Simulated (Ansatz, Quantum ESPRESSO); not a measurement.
# Evanescent states of NaI, rock salt type, lattice constant set to 6.431 Å, part 3 of 4

Wanted: the complex band structure of NaI, rock salt type, lattice constant set to 6.431 Å, as for a tunnel barrier.

Quantum ESPRESSO 7.5; plane-wave DFT, LDA, PseudoDojo norm-conserving pseudopotentials; cross-check by Ansatz 0.2.0 with PAW datasets.

So far. Step 2 (SCF with pw.x): The run needed 7 iterations to bring the estimated error under 1e-09 Ry.

The structure was built from a prototype and need not be the compound's stable phase.

## Step 3: Complex bands with pwcond.x (continued)

Level of this step: complex band structure by pwcond; plane-wave DFT, LDA, PseudoDojo norm-conserving pseudopotentials (Quantum ESPRESSO).

K across = (1/2, 1/2) in the cell's reciprocal vectors; values within 0.0025 1/Å of each other count once, columns are sorted by size at each energy, a dash where no further value was kept. Table of Im kz of the slowest decaying states by energy, zero at the highest filled level of the SCF mesh:

```
energy (eV)  decay 1 (Å⁻¹)  decay 2 (Å⁻¹)  decay 3 (Å⁻¹)
      -1.92          0.518              -              -
      -1.68          0.465              -              -
      -1.20          0.288           1.92              -
      -0.96           1.91              -              -
      -0.72          0.119           0.16           1.89
      -0.24          0.309          0.352           1.85
       0.00          0.353          0.385           1.83
       0.24          0.384          0.405           1.81
       0.72          0.423           1.78              -
       0.96          0.427          0.435           1.76
       1.20          0.426          0.443           1.74
       1.68          0.415          0.448           1.71
       1.92          0.405          0.447           1.69
       2.16          0.392          0.443           1.67
       2.64           0.36          0.429           1.63
       2.88          0.338          0.418           1.61
       3.36          0.284          0.391           1.57
       3.60          0.249          0.373           1.56
       3.84          0.204          0.352           1.54
       4.32          0.301           1.50           1.57
       4.56          0.268           1.48           1.54
       4.80          0.227           1.46           1.50
       5.28          0.091           1.42           1.44
       5.52           1.40           1.40           1.58
       5.76          0.053           1.37           1.38
       6.24          0.118           1.30           1.34
       6.48          0.127           1.26           1.31
       6.72          0.128           1.23           1.29
       7.20          0.111           1.16           1.25
       7.44           0.09           1.12           1.23
```

K across = (1/4, 0) in the cell's reciprocal vectors; values within 0.0025 1/Å of each other count once, columns are sorted by size at each energy, a dash where no further value was kept. Im kz of the slowest decaying states against energy, zero at the highest filled level of the SCF mesh:

```
energy (eV)  decay 1 (Å⁻¹)  decay 2 (Å⁻¹)  decay 3 (Å⁻¹)
      -1.92          0.837           1.05           1.50
      -1.68          0.065          0.769           1.02
      -1.20          0.594           0.97           1.44
      -0.96          0.028          0.466          0.945
      -0.72          0.123          0.249           0.92
      -0.24          0.872           1.36           1.41
       0.00          0.171           0.19          0.848
       0.24          0.256          0.389          0.825
       0.72          0.344           0.56           0.78
       0.96           0.37          0.612          0.758
       1.20           0.39          0.653          0.735
       1.68          0.413          0.689          0.716
       1.92          0.418          0.666          0.743
       2.16           0.42          0.641          0.768
       2.64          0.414           0.59          0.837
       2.88          0.406          0.562          0.883
       3.36           0.38          0.501          0.852
       3.60          0.361          0.467          0.834
       3.84          0.336           0.43          0.816
       4.32          0.257          0.339          0.774
       4.56          0.162           0.28          0.751
       4.80          0.198          0.268          0.727
       5.28          0.302          0.674          0.711
       5.52          0.078          0.302          0.645
       5.76          0.129          0.295           0.59
       6.24          0.138          0.263          0.416
       6.48          0.107          0.236          0.244
       6.72          0.191          0.197          0.461
       7.20          0.169          0.354          0.454
       7.44          0.284           0.39           1.37
```

The program's own clock; routines nest. Time by routine:

```
     routine  wall time (s)  calls
      PWCOND          252.3      1
scatter_forw            195    160
      compbs          47.77    160
    compbs_2          45.29    160
       local           8.52      4
        init           0.98      1
       poten           0.36      1
```

## Step 4: Complex band structure, with epsproj = 0.01

A sensitivity test on the input.

The input, cbs.w.in:

```
&inputcond
  outdir = './out'
  prefixl = 'scf'
  band_file = 'cbs.w'
  ikind = 0
  ewind = 4.0
  epsproj = 0.01
  nz1 = 7
  energy0 = 7.44
  denergy = -0.24
/
4
  0.00000000 0.00000000 1.00000000
  0.50000000 0.00000000 1.00000000
  0.50000000 0.50000000 1.00000000
  0.25000000 0.00000000 1.00000000
40
```

On the command line:

```sh
OMP_NUM_THREADS=1 mpirun -n 2 pwcond.x -in cbs.w.in > cbs.w.out
```

What it wrote:

```text
[banner, memory and clock lines left out]
Program PWCOND v.7.5 starts
[citation notice left out]

[...]
./out/scf.save/

     IMPORTANT: XC functional enforced from input :
     Exchange-correlation= PW
                           (   1   4   0   0   0   0   0)
     Any further DFT definition will be discarded
     Please, verify this is what you really want

     Reading collected, re-writing distributed wavefunctions

===== INPUT FILE containing the left lead =====

     GEOMETRY:

     lattice parameter (alat)  =       8.5933  a.u.
     the volume                =     897.4332 (a.u.)^3
     the cross section         =      73.8456 (a.u.)^2
     l of the unit cell        =       1.4142 (alat)
     number of atoms/cell      =            4
     number of atomic types    =            2

     crystal axes: (cart. coord. in units of alat)
               a(1) = (  1.0000  0.0000  0.0000 )
               a(2) = (  0.0000  1.0000  0.0000 )
               a(3) = (  0.0000  0.0000  1.4142 )

   Cartesian axes

     site n.     atom                  positions (alat units)
          1        Na     tau(  1)=(  0.0000  0.0000  1.4142  )
          2        I      tau(  2)=(  0.5000  0.5000  1.4142  )
          3        Na     tau(  3)=(  0.5000  0.5000  0.7071  )
          4        I      tau(  4)=(  0.0000  0.0000  0.7071  )

     nr1s                      =           48
     nr2s                      =           48
     nr3s                      =           72
     nr1sx                     =           48
     nr2sx                     =           48
     nr3sx                     =           72
     nr1                       =           48
     nr2                       =           48
     nr3                       =           72
     nr1x                      =           48
     nr2x                      =           48
     nr3x                      =           72

 _______________________________
  Radii of nonlocal spheres:

     type       ibeta     ang. mom.          radius (alat units)
       Na         1         0                    0.1373
       Na         2         0                    0.1396
       Na         3         1                    0.1780
       Na         4         1                    0.1792
       I          1         0                    0.2327
       I          2         0                    0.2316
       I          3         1                    0.2502
       I          4         1                    0.2525
       I          5         2                    0.2665
       I          6         2                    0.2688
----- General information -----

----- Complex band structure calculation -----

     nrx                       =           48
     nry                       =           48
     nz1                       =            7

     energy0               =         7.4E+00
     denergy               =        -2.4E-01
     nenergy               =         40
     ecut2d                =         7.6E+01
     ewind                 =         4.0E+00
     epsproj               =         1.0E-02

     number of k_|| points=    4
                       cryst. coord.
        k(    1) = (   0.0000000   0.0000000), wk =   0.2500000
        k(    2) = (   0.5000000   0.0000000), wk =   0.2500000
        k(    3) = (   0.5000000   0.5000000), wk =   0.2500000
        k(    4) = (   0.2500000   0.0000000), wk =   0.2500000
----- Information about left lead -----

     nocros                   =           26
     noins                    =           26
     norb                     =           78
     norbf                    =           78
     nrz                      =           72

      iorb      type   ibeta   ang. mom.   m       position (alat)
        1        1       1        0        1   taunew(   1)=(  0.0000  0.0000  0.0000)
        2        1       2        0        1   taunew(   2)=(  0.0000  0.0000  0.0000)
[...]
78        2       6        2        5   taunew(  78)=(  0.5000  0.5000  1.4142)
    k slab    z(k)  z(k+1)     crossing(iorb=1,norb)
    1   0.0000 0.0196 0.0196   111111111111111111111111110000000000000000000000000000000000000000000000000000
    2   0.0196 0.0393 0.0196   111111111111111111111111110000000000000000000000000000000000000000000000000000
[...]
72   1.3946 1.4142 0.0196   000000000000000000000000000000000000000000000000000011111111111111111111111111
 ngper, shell number =          437          58
 ngper, n2d =          437          59
---  E-Ef =    7.4400000  k =    0.0000000   0.0000000
---  ie =          1  ik =          1
 Nchannels of the left tip =            1
 Right moving states:
   k1(2pi/a)   k2(2pi/a)   E-Ef (eV)
  -0.1739676   0.0000000   7.4400000
 Left moving states:
   k1(2pi/a)   k2(2pi/a)   E-Ef (eV)
   0.1739676   0.0000000   7.4400000

---  E-Ef =    7.2000000  k =    0.0000000   0.0000000
---  ie =          2  ik =          1
 Nchannels of the left tip =            1
 Right moving states:
   k1(2pi/a)   k2(2pi/a)   E-Ef (eV)
  -0.2341976   0.0000000   7.2000000
 Left moving states:
   k1(2pi/a)   k2(2pi/a)   E-Ef (eV)
   0.2341976   0.0000000   7.2000000
[... further energies and points left out ...]
---  E-Ef =   -1.6800000  k =    0.2500000   0.0000000
---  ie =         39  ik =          4
 Nchannels of the left tip =            1
 Right moving states:
   k1(2pi/a)   k2(2pi/a)   E-Ef (eV)
  -0.4197403  -0.0000000  -1.6800000
 Left moving states:
   k1(2pi/a)   k2(2pi/a)   E-Ef (eV)
   0.4197403  -0.0000000  -1.6800000

---  E-Ef =   -1.9200000  k =    0.2500000   0.0000000
---  ie =         40  ik =          4
 Nchannels of the left tip =            0
 Right moving states:
   k1(2pi/a)   k2(2pi/a)   E-Ef (eV)
 Left moving states:
   k1(2pi/a)   k2(2pi/a)   E-Ef (eV)

[...]
```

It took 2 min on 2 MPI ranks of Intel Xeon Platinum 8488C (Sapphire Rapids), shared host; peak memory 0.14 GiB; 4 min of CPU time.

The changed values were drawn from a wide range, not chosen for quality; the comparison shows what they did here together.

Beside the run it was changed from:

```
                                       quantity  this run  unchanged run  difference
peak of the smallest κ at the zone centre (Å⁻¹)     0.248          0.248           0
       peak of the smallest κ at (1/2, 0) (Å⁻¹)     0.417          0.407       0.010
     peak of the smallest κ at (1/2, 1/2) (Å⁻¹)     0.404          0.427      -0.023
                                  wall time (s)       121            253
```

The physical values in this table move by up to 5.4 %.

[end of part 3 of 4]

[Logs are printed without paths, hosts, clocks, repeated set-up lines and the standing remarks that a program may print on its own settings, such as how far it seeks lower states.]

[Hosts, paths, dates, database ids (printed as entryN), source tags and the programs' standing remarks are cut or masked in the printed files.]

[Maps of the electrostatic potential energy from Ansatz leave out the sawtooth potential of an applied field or a dipole correction, so their vacuum need not be flat; planar profiles and work functions include it.]
